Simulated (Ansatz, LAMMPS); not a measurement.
# Elastic response of glassy 56SiO2-19BaO-25CaO (mol %) (82 atoms), part 2 of 3

Aim: relax glassy 56SiO2-19BaO-25CaO (mol %) (82 atoms), then change its volume and shape to read moduli from the stress.

Ansatz 0.2.0; Kohn-Sham DFT, PBE, PAW (set soft_2), plane waves.

The cell: 18 Si, 6 Ba, 8 Ca and 50 O. The quench rate of 10 K/ps far exceeds what a furnace or splat quench reaches. The starting topology of bonds comes from the classical model. Only the Γ point is sampled. The levels lack spin–orbit coupling.

So far. Step 2 (Single point at the start): The r.m.s. force at the start is 1.3 eV/Å. Step 3 (Cell and atoms relaxed): The relaxation converged after 24 steps, with a largest force component of 0.036 eV/Å.

### Step 4. Single point at the relaxed geometry

One more single point at the end of the walk gives the fuller output and checks the residual forces.

input.yaml reads:

```yaml
crystal:
  lattice:
    - [10.61553, -0.00036, -0.02863]
    - [-0.00036, 10.83614, 0.28371]
    - [-0.02863, 0.28371, 10.64579]
  atoms:
    - { symbol: Si, position: [0.17291, 0.79991, 0.75305] }
    - { symbol: Si, position: [0.82294, 0.07888, 0.80107] }
    - { symbol: Si, position: [0.45318, 0.07197, 0.76511] }
    - { symbol: Si, position: [0.63314, 0.34669, 0.46104] }
    - { symbol: Si, position: [0.65478, 0.31511, 0.17475] }
    - { symbol: Si, position: [0.41511, 0.64694, 0.69509] }
    [... 70 atom lines left out ...]
    - { symbol: O, position: [0.67021, 0.38552, 0.3117] }
    - { symbol: O, position: [0.60734, 0.19811, 0.4791] }
    - { symbol: O, position: [0.15109, 0.69236, 0.33847] }
    - { symbol: O, position: [0.56532, 0.68211, 0.06986] }
    - { symbol: O, position: [0.09986, 0.17908, 0.58474] }
    - { symbol: O, position: [0.93637, 0.62172, 0.46566] }
kpoints:
  mp_grid: { grid: [1, 1, 1] }
hamiltonian:
  xc: pbe
scf:
  occupations: { method: fermi_dirac, width: 0.05 }
output:
  forces: true
  stress: true
  populations: true
  dos:
    method: { smearing: { sigma: 0.1 } }
    de: 0.1
    projected: { site_lists: { Ba: [Ba], Ca: [Ca], O: [O], Si: [Si] } }
  eigenvalues: true
  write_density: true
  write_potential: true
  volumetric_format: npy
  elf: true
```

The run is started by

```
ansatz run input.yaml --threads 4 --pin off --max-ram 8192MiB --backend cpu --events-out ev --progress --plain --runs-dir out
```

Numbers of over 12 decimals in the logs are rounded to 6 here.

What it wrote:

```text
[...]
Crystal: 82 atoms, lattice volume = 1223.736 Å³
Basis set: ecut = 420 eV, 23911 PW (Γ), exchange–correlation on 144×150×144 points (8 copies of the dense FFT grid, shifted against one another)
Bands: 338, of which v1, the nominal top of the filled ones, is band 256 counted from 1 (255 counted from 0)
Symmetry: 1 space group operations
[...]
k-points: 1
[...]
SCF iter   1: F=—  HF=-90159.928515 eV  |F-HF|=—  |Δ(HF+E_count)|=         —  Δρ=1.77e-3  dr2=4.40e-2  ethr=1.77e-3  ⟨swp⟩=7.0  Hψ=1689  notcnv=0  defer=59
[...]
SCF iter   9: F=-90159.942658 eV  HF=-90159.942658 eV  |F-HF|=1.79e-8  |Δ(HF+E_count)|=   1.06e-8  Δρ=1.10e-6  dr2=1.63e-8  ethr=1.95e-11  ⟨swp⟩=19.0  Hψ=3315  notcnv=0
SCF 1 converged in 9 iterations: F = -90159.942658 eV  dr2 = 1.63e-8
[...]
SCF converged after 9 iterations
Free energy (F): -90159.942658 eV
[...]
Internal energy: -90159.942658 eV  (E = F + TS)
E sigma→0 (E₀):  -90159.942658 eV
Fermi energy:    6.967639 eV
[...]
--- Forces (eV/Å), atoms counted from 1 ---
  atom   1  Si    -0.00546422    -0.00686831     0.00214024
  atom   2  Si    -0.03220966     0.00512729    -0.00749693
  atom   3  Si     0.01104387    -0.00399247     0.00025889
  atom   4  Si     0.00721101     0.01408220     0.02010892
  atom   5  Si     0.00620513    -0.01953042    -0.00129716
  atom   6  Si    -0.01483735    -0.00220104    -0.01657791
  atom   7  Si     0.00907108    -0.00019760     0.01076634
  atom   8  Si    -0.01589549    -0.00257172     0.00296216
  atom   9  Si     0.01198802    -0.01428712    -0.00127485
  atom  10  Si     0.01437831     0.03604398     0.00552235
  atom  11  Si    -0.00928372    -0.00584879    -0.00308334
  atom  12  Si     0.01535817     0.01477961     0.00553895
  atom  13  Si     0.00818221    -0.01071897     0.00204456
  atom  14  Si     0.00553160     0.00116952    -0.00979886
[...]
atom  81  O     -0.00039713    -0.00117411     0.00143129
  atom  82  O      0.00238579    -0.00132580     0.00385856
  max |Σ_I F_I| component: 5.01e-5 eV/Å
--- Stress (GPa, compression-positive) ---
        0.019910      -0.005991      -0.001557
       -0.005989       0.010274       0.017556
       -0.001556       0.017556       0.003138
  P = ⅓ Tr σ = 0.0111 GPa (0.111 kbar)
--- Band table (eV) ---
[...]
--- Löwdin populations: 82 sites ---
  site symbol       q [e]
     0     Si      2.3431
     1     Si      2.4515
     2     Si      2.3427
[...]
81      O      6.9905
  spilling = 0.014565 (of n_electrons = 512.000000)
```

It took 26 s on 4 threads of Arm Neoverse V1, shared host; peak memory 1.5 GiB.

The run gave:

- free energy: -90159.9427 eV
- free energy per atom: -1099.5115 eV/atom
- SCF cycles: 9
- pressure: 0.01111 GPa
- r.m.s. force component: 0.00911 eV/Å
- longest force: 0.0392 eV/Å
- Fermi energy: 6.968 eV
- gap (highest filled to lowest empty level): 3.869 eV
- spilling of the projection: 0.01456

### Step 5. Volume -3 %

The relaxed cell is scaled evenly and the atoms are relaxed again; the stress at the end gives one point of P(V).

input.yaml, the sections that differ from step 4:

```yaml
crystal:
  lattice:
    - [10.5083, -0.00036, -0.02834]
    - [-0.00036, 10.72668, 0.28084]
    - [-0.02834, 0.28084, 10.53825]
  atoms:
    [... the 82 atom lines of step 4 ...]
output:
  forces: true
  eigenvalues: true
  stress: true
relax:
  f_tol: 0.05
  max_steps: 70
# kpoints, hamiltonian, scf: as in step 4
```

What it wrote:

```text
Warning: output.stress: scf.convergence.dr2_threshold = 1e-7 eV (the SCF's general default) is looser than the 8.2e-9 eV advised for a printed stress (1e-10 eV for each atom of the cell: 82). What an SCF threshold leaves in a stress goes as its square root, and in the free energy as the threshold itself, and one threshold admits the most on a small cell: [...]
[...]
Crystal: 82 atoms, lattice volume = 1187.025 Å³
Basis set: ecut = 420 eV, 23213 PW (Γ), exchange–correlation on 144×144×144 points (8 copies of the dense FFT grid, shifted against one another)
Bands: 338, of which v1, the nominal top of the filled ones, is band 256 counted from 1 (255 counted from 0)
Symmetry: 1 space group operations
[...]
k-points: 1
[...]
SCF iter   1: F=—  HF=-90159.455722 eV  |F-HF|=—  |Δ(HF+E_count)|=         —  Δρ=1.85e-3  dr2=4.56e-2  ethr=1.77e-3  ⟨swp⟩=7.0  Hψ=1689  notcnv=0  defer=55
[...]
SCF iter   5: F=-90159.469686 eV  HF=-90159.469709 eV  |F-HF|=2.28e-5  |Δ(HF+E_count)|=   6.34e-5  Δρ=7.27e-5  dr2=5.42e-5  ethr=3.69e-8  ⟨swp⟩=2.0  Hψ=500  notcnv=0  defer=69
SCF iter   6: F=-90159.469710 eV  HF=-90159.469710 eV  |F-HF|=7.74e-8  |Δ(HF+E_count)|=   1.01e-6  Δρ=2.51e-5  dr2=7.01e-6  ethr=1.06e-8  ⟨swp⟩=14.0  Hψ=2151  notcnv=0
SCF 1 converged in 6 iterations: F = -90159.469710 eV  dr2 = 7.01e-6
[...]
relax step   1: F+E_penalty+E_count = -90159.46970997 eV  Δ(F+E_penalty+E_count) = +0.000e0 eV  max|allowed force component| = 6.090e-1 eV/Å  Δτ_max = 0.0000 Å  (6 SCF iters, dr2 threshold 6.25e-5 eV, accepted)
[...]
relax step   2: F+E_penalty+E_count = -90159.62465663 eV  Δ(F+E_penalty+E_count) = -1.549e-1 eV  max|allowed force component| = 3.470e-1 eV/Å  Δτ_max = 0.0828 Å  (6 SCF iters, dr2 threshold 2.32e-5 eV, accepted)
[...]
relax step   3: F+E_penalty+E_count = -90159.72076317 eV  Δ(F+E_penalty+E_count) = -9.611e-2 eV  max|allowed force component| = 1.757e-1 eV/Å  Δτ_max = 0.0570 Å  (7 SCF iters, dr2 threshold 7.52e-6 eV, accepted)
relax step   4: F+E_penalty+E_count = -90159.47298191 eV  Δ(F+E_penalty+E_count) = +2.478e-1 eV  max|allowed force component| = 6.808e-1 eV/Å  Δτ_max = 0.2000 Å  (7 SCF iters, dr2 threshold 7.91e-6 eV, rejected (line search))
relax step   5: F+E_penalty+E_count = -90159.75955145 eV  Δ(F+E_penalty+E_count) = -3.879e-2 eV  max|allowed force component| = 1.112e-1 eV/Å  Δτ_max = 0.0479 Å  (10 SCF iters, accepted)
relax step   6: F+E_penalty+E_count = -90159.75711034 eV  Δ(F+E_penalty+E_count) = +2.441e-3 eV  max|allowed force component| = 1.338e-1 eV/Å  Δτ_max = 0.1000 Å  (7 SCF iters, dr2 threshold 3.17e-6 eV, rejected (line search))
relax step   7: F+E_penalty+E_count = -90159.76760757 eV  Δ(F+E_penalty+E_count) = -8.056e-3 eV  max|allowed force component| = 5.572e-2 eV/Å  Δτ_max = 0.0340 Å  (9 SCF iters, accepted)
[...]
relax step   8: F+E_penalty+E_count = -90159.76915087 eV  Δ(F+E_penalty+E_count) = -1.543e-3 eV  max|allowed force component| = 3.737e-2 eV/Å  Δτ_max = 0.0330 Å  (8 SCF iters, accepted)
SCF converged after 8 iterations
Free energy (F): -90159.769151 eV
[...]
Internal energy: -90159.769151 eV  (E = F + TS)
E sigma→0 (E₀):  -90159.769151 eV
Fermi energy:    7.332604 eV
[...]
Σ components = -90159.769151   (vs F -90159.769151, Δ=0.00e0)
--- Forces (eV/Å), atoms counted from 1 ---
  atom   1  Si     0.00529381     0.00717161    -0.00047326
  atom   2  Si     0.00562630    -0.00101770     0.00761127
  atom   3  Si    -0.00177319    -0.00337458     0.00817045
  atom   4  Si     0.00292810     0.00049111     0.00294286
[...]
atom  82  O     -0.01507976     0.00956045    -0.00338494
  max |Σ_I F_I| component: 4.56e-5 eV/Å
--- Stress (GPa, compression-positive) ---
        1.738678      -0.085750      -0.061156
       -0.085747       1.633083       0.044322
       -0.061155       0.044322       1.444202
  P = ⅓ Tr σ = 1.6053 GPa (16.053 kbar)
--- Band table (eV) ---
[...]
--- Relaxed structure (8 steps of the walk, 6 accepted, 0 SCFs on fresh bases) ---
  F+E_penalty+E_count = -90159.76915087 eV   max|allowed force component| = 3.737e-2 eV/Å
  atoms:
    - { symbol: Si, position: [0.173247, 0.800163, 0.754285] }
    - { symbol: Si, position: [0.823115, 0.078287, 0.802421] }
    - { symbol: Si, position: [0.451660, 0.069581, 0.764563] }
    - { symbol: Si, position: [0.634341, 0.345800, 0.459104] }
[...]
- { symbol: O, position: [0.939919, 0.622587, 0.469493] }
```

It took 1.9 min on 4 threads; peak memory 1.5 GiB.

The program notes that the SCF threshold is loose for the stress.

The relaxation converged after 8 steps, 0.299 eV below its start, with a largest force component of 0.037 eV/Å.

Volume -3 %: the energy stands 0.174 eV above that of the reference, at a pressure of 1.61 GPa.

### Step 6. Volume +3 %

The relaxed cell is scaled to another volume.

Input and log are left out; they have the form of those shown for this kind of step.

Run time: 2 min. Hardware: 4 threads of Arm Neoverse V1, shared host; peak memory 1.5 GiB; 7.7 min of CPU time.

The relaxation converged after 8 steps, 0.271 eV below its start, with a largest force component of 0.043 eV/Å.

Volume +3 %: the energy stands 0.153 eV above that of the reference, at a pressure of -1.30 GPa.

### Step 7. Volume -6 %

The relaxed cell is scaled to another volume.

input.yaml, the sections that differ from step 5:

```yaml
crystal:
  lattice:
    - [10.39883, -0.00035, -0.02805]
    - [-0.00035, 10.61493, 0.27792]
    - [-0.02805, 0.27792, 10.42847]
  atoms:
    [... the 82 atom lines of step 4 ...]
# kpoints, hamiltonian, scf, output, relax: as in step 5
```

What it wrote:

```text
[...]
Crystal: 82 atoms, lattice volume = 1150.313 Å³
Basis set: ecut = 420 eV, 22469 PW (Γ), exchange–correlation on 144×144×144 points (8 copies of the dense FFT grid, shifted against one another)
Bands: 338, of which v1, the nominal top of the filled ones, is band 256 counted from 1 (255 counted from 0)
Symmetry: 1 space group operations
[...]
k-points: 1
[...]
SCF iter   1: F=—  HF=-90157.923951 eV  |F-HF|=—  |Δ(HF+E_count)|=         —  Δρ=1.95e-3  dr2=4.83e-2  ethr=1.77e-3  ⟨swp⟩=7.0  Hψ=1690  notcnv=0  defer=55
[...]
SCF iter   5: F=-90157.936756 eV  HF=-90157.936777 eV  |F-HF|=2.13e-5  |Δ(HF+E_count)|=   6.52e-5  Δρ=7.26e-5  dr2=5.17e-5  ethr=3.58e-8  ⟨swp⟩=2.0  Hψ=500  notcnv=0  defer=66
SCF iter   6: F=-90157.936779 eV  HF=-90157.936779 eV  |F-HF|=4.03e-7  |Δ(HF+E_count)|=   1.30e-6  Δρ=2.42e-5  dr2=6.30e-6  ethr=1.01e-8  ⟨swp⟩=15.0  Hψ=2156  notcnv=0
SCF 1 converged in 6 iterations: F = -90157.936779 eV  dr2 = 6.30e-6
[...]
relax step   1: F+E_penalty+E_count = -90157.93677918 eV  Δ(F+E_penalty+E_count) = +0.000e0 eV  max|allowed force component| = 1.289e0 eV/Å  Δτ_max = 0.0000 Å  (6 SCF iters, dr2 threshold 6.25e-5 eV, accepted)
[...]
relax step   2: F+E_penalty+E_count = -90158.60651697 eV  Δ(F+E_penalty+E_count) = -6.697e-1 eV  max|allowed force component| = 6.769e-1 eV/Å  Δτ_max = 0.1535 Å  (6 SCF iters, dr2 threshold 1.00e-4 eV, accepted)
[...]
relax step   3: F+E_penalty+E_count = -90158.97201299 eV  Δ(F+E_penalty+E_count) = -3.655e-1 eV  max|allowed force component| = 4.873e-1 eV/Å  Δτ_max = 0.1334 Å  (7 SCF iters, dr2 threshold 2.86e-5 eV, accepted)
relax step   4: F+E_penalty+E_count = -90158.76315138 eV  Δ(F+E_penalty+E_count) = +2.089e-1 eV  max|allowed force component| = 1.200e0 eV/Å  Δτ_max = 0.2000 Å  (7 SCF iters, dr2 threshold 6.55e-5 eV, rejected (line search))
relax step   5: F+E_penalty+E_count = -90159.16952084 eV  Δ(F+E_penalty+E_count) = -1.975e-1 eV  max|allowed force component| = 1.315e-1 eV/Å  Δτ_max = 0.1000 Å  (9 SCF iters, accepted)
relax step   6: F+E_penalty+E_count = -90159.17682819 eV  Δ(F+E_penalty+E_count) = -7.307e-3 eV  max|allowed force component| = 2.264e-1 eV/Å  Δτ_max = 0.1000 Å  (9 SCF iters, accepted)
relax step   7: F+E_penalty+E_count = -90159.19392771 eV  Δ(F+E_penalty+E_count) = -1.710e-2 eV  max|allowed force component| = 7.726e-2 eV/Å  Δτ_max = 0.0572 Å  (7 SCF iters, dr2 threshold 3.73e-6 eV, accepted)
[...]
relax step   8: F+E_penalty+E_count = -90159.19766587 eV  Δ(F+E_penalty+E_count) = -3.738e-3 eV  max|allowed force component| = 2.815e-2 eV/Å  Δτ_max = 0.0256 Å  (8 SCF iters, accepted)
SCF converged after 8 iterations
Free energy (F): -90159.197666 eV
[...]
Internal energy: -90159.197666 eV  (E = F + TS)
E sigma→0 (E₀):  -90159.197666 eV
Fermi energy:    7.725721 eV
[...]
Σ components = -90159.197666   (vs F -90159.197666, Δ=0.00e0)
--- Forces (eV/Å), atoms counted from 1 ---
  atom   1  Si     0.00922319    -0.00303807    -0.00358296
  atom   2  Si    -0.01566712    -0.00072259     0.00337912
  atom   3  Si    -0.00673059     0.01167718     0.00774859
  atom   4  Si    -0.01172561    -0.00481780    -0.00258836
[...]
atom  82  O      0.00251182     0.00657379     0.00330040
  max |Σ_I F_I| component: 9.59e-5 eV/Å
--- Stress (GPa, compression-positive) ---
        3.707867      -0.150568      -0.134197
       -0.150566       3.446966       0.000705
       -0.134196       0.000706       3.117113
  P = ⅓ Tr σ = 3.4240 GPa (34.240 kbar)
--- Band table (eV) ---
[...]
--- Relaxed structure (8 steps of the walk, 7 accepted, 0 SCFs on fresh bases) ---
  F+E_penalty+E_count = -90159.19766587 eV   max|allowed force component| = 2.815e-2 eV/Å
  atoms:
    - { symbol: Si, position: [0.173492, 0.799697, 0.755092] }
    - { symbol: Si, position: [0.822410, 0.077992, 0.804444] }
    - { symbol: Si, position: [0.449779, 0.066905, 0.764046] }
    - { symbol: Si, position: [0.634594, 0.344124, 0.456449] }
[...]
- { symbol: O, position: [0.941802, 0.624109, 0.472303] }
```

Elapsed: 1.9 min, on 4 threads; peak memory 1.4 GiB.

The relaxation converged after 8 steps, 1.26 eV below its start, with a largest force component of 0.028 eV/Å.

Volume -6 %: the energy stands 0.745 eV above that of the reference, at a pressure of 3.42 GPa.

### Step 8. Volume +6 %

The relaxed cell is scaled to another volume.

Input and log are left out; they have the form of those shown for this kind of step.

The job ended after 3.1 min (4 threads of Arm Neoverse V1, shared host; peak memory 1.6 GiB; 12 min of CPU time).

The relaxation converged after 11 steps, 1.06 eV below its start, with a largest force component of 0.039 eV/Å.

Volume +6 %: the energy stands 0.562 eV above that of the reference, at a pressure of -2.28 GPa.

### Step 9. Volume -10 %

The relaxed cell is scaled to another volume.

Input and log are left out; they have the form of those shown for this kind of step.

The job ended after 3.2 min (4 threads of Arm Neoverse V1, shared host; peak memory 1.4 GiB; 12 min of CPU time).

The relaxation converged after 14 steps, 3.78 eV below its start, with a largest force component of 0.033 eV/Å.

Volume -10 %: the energy stands 2.21 eV above that of the reference, at a pressure of 6.27 GPa.

### Step 10. Stretched by 1 % along x

The relaxed cell is strained along x alone, which gives the stiffness along x and its coupling to y and z.

input.yaml, the sections that differ from step 7:

```yaml
crystal:
  lattice:
    - [10.72169, -0.00036, -0.02863]
    - [-0.00036, 10.83614, 0.28371]
    - [-0.02892, 0.28371, 10.64579]
  atoms:
    [... the 82 atom lines of step 4 ...]
# kpoints, hamiltonian, scf, output, relax: as in step 7
```

What it wrote:

```text
[...]
Crystal: 82 atoms, lattice volume = 1235.974 Å³
Basis set: ecut = 420 eV, 24171 PW (Γ), exchange–correlation on 144×150×144 points (8 copies of the dense FFT grid, shifted against one another)
Bands: 338, of which v1, the nominal top of the filled ones, is band 256 counted from 1 (255 counted from 0)
Symmetry: 1 space group operations
[...]
k-points: 1
[...]
SCF iter   1: F=—  HF=-90159.840456 eV  |F-HF|=—  |Δ(HF+E_count)|=         —  Δρ=1.76e-3  dr2=4.42e-2  ethr=1.77e-3  ⟨swp⟩=7.0  Hψ=1690  notcnv=0  defer=60
[...]
SCF iter   5: F=-90159.854746 eV  HF=-90159.854770 eV  |F-HF|=2.39e-5  |Δ(HF+E_count)|=   6.60e-5  Δρ=7.26e-5  dr2=5.73e-5  ethr=3.85e-8  ⟨swp⟩=2.0  Hψ=468  notcnv=0  defer=71
SCF iter   6: F=-90159.854772 eV  HF=-90159.854771 eV  |F-HF|=1.19e-7  |Δ(HF+E_count)|=   1.39e-6  Δρ=2.53e-5  dr2=7.37e-6  ethr=1.12e-8  ⟨swp⟩=15.0  Hψ=2269  notcnv=0
SCF 1 converged in 6 iterations: F = -90159.854772 eV  dr2 = 7.37e-6
[...]
relax step   1: F+E_penalty+E_count = -90159.85477153 eV  Δ(F+E_penalty+E_count) = +0.000e0 eV  max|allowed force component| = 4.418e-1 eV/Å  Δτ_max = 0.0000 Å  (6 SCF iters, dr2 threshold 6.25e-5 eV, accepted)
[...]
relax step   2: F+E_penalty+E_count = -90159.86772708 eV  Δ(F+E_penalty+E_count) = -1.296e-2 eV  max|allowed force component| = 3.223e-1 eV/Å  Δτ_max = 0.0644 Å  (6 SCF iters, dr2 threshold 1.22e-5 eV, accepted)
[...]
relax step   3: F+E_penalty+E_count = -90159.89870675 eV  Δ(F+E_penalty+E_count) = -3.098e-2 eV  max|allowed force component| = 1.282e-1 eV/Å  Δτ_max = 0.0459 Å  (6 SCF iters, dr2 threshold 6.49e-6 eV, accepted)
relax step   4: F+E_penalty+E_count = -90159.84789724 eV  Δ(F+E_penalty+E_count) = +5.081e-2 eV  max|allowed force component| = 2.580e-1 eV/Å  Δτ_max = 0.0890 Å  (7 SCF iters, dr2 threshold 2.60e-6 eV, rejected (line search))
[...]
relax step   5: F+E_penalty+E_count = -90159.90710337 eV  Δ(F+E_penalty+E_count) = -8.397e-3 eV  max|allowed force component| = 3.506e-2 eV/Å  Δτ_max = 0.0198 Å  (9 SCF iters, accepted)
SCF converged after 9 iterations
Free energy (F): -90159.907103 eV
[...]
Internal energy: -90159.907103 eV  (E = F + TS)
E sigma→0 (E₀):  -90159.907103 eV
Fermi energy:    6.849318 eV
[...]
Σ components = -90159.907103   (vs F -90159.907103, Δ=0.00e0)
--- Forces (eV/Å), atoms counted from 1 ---
  atom   1  Si     0.01006511     0.00224398     0.01361423
  atom   2  Si    -0.00234265    -0.00137005    -0.02704603
  atom   3  Si    -0.02084298    -0.01292774    -0.01198848
  atom   4  Si    -0.00136037     0.02538149     0.00149008
[...]
atom  82  O      0.01076115     0.00019164     0.00116552
  max |Σ_I F_I| component: 8.01e-5 eV/Å
--- Stress (GPa, compression-positive) ---
       -1.074731       0.046038       0.044795
        0.046040      -0.332563       0.026580
        0.044795       0.026581      -0.252367
  P = ⅓ Tr σ = -0.5532 GPa (-5.532 kbar)
--- Band table (eV) ---
[...]
--- Relaxed structure (5 steps of the walk, 4 accepted, 0 SCFs on fresh bases) ---
  F+E_penalty+E_count = -90159.90710337 eV   max|allowed force component| = 3.506e-2 eV/Å
  atoms:
    - { symbol: Si, position: [0.172896, 0.799310, 0.752461] }
    - { symbol: Si, position: [0.822625, 0.079681, 0.800435] }
    - { symbol: Si, position: [0.453375, 0.072664, 0.765476] }
    - { symbol: Si, position: [0.632486, 0.347480, 0.461692] }
[...]
- { symbol: O, position: [0.935576, 0.621438, 0.465975] }
```

Elapsed: 77 s, on 4 threads; peak memory 1.5 GiB; 4.9 min of CPU time.

The relaxation converged after 5 steps, 0.0523 eV below its start, with a largest force component of 0.035 eV/Å.

Stretched by 1 % along x: the energy stands 0.0356 eV above that of the reference, at a pressure of -0.553 GPa.

(Continued in part 3 of 3.)

[Logs are printed without paths, hosts, clocks, repeated set-up lines and the standing remarks that a program may print on its own settings, such as how far it seeks lower states.]

[Hosts, paths, dates, database ids (printed as entryN), source tags and the programs' standing remarks are cut or masked in the printed files.]
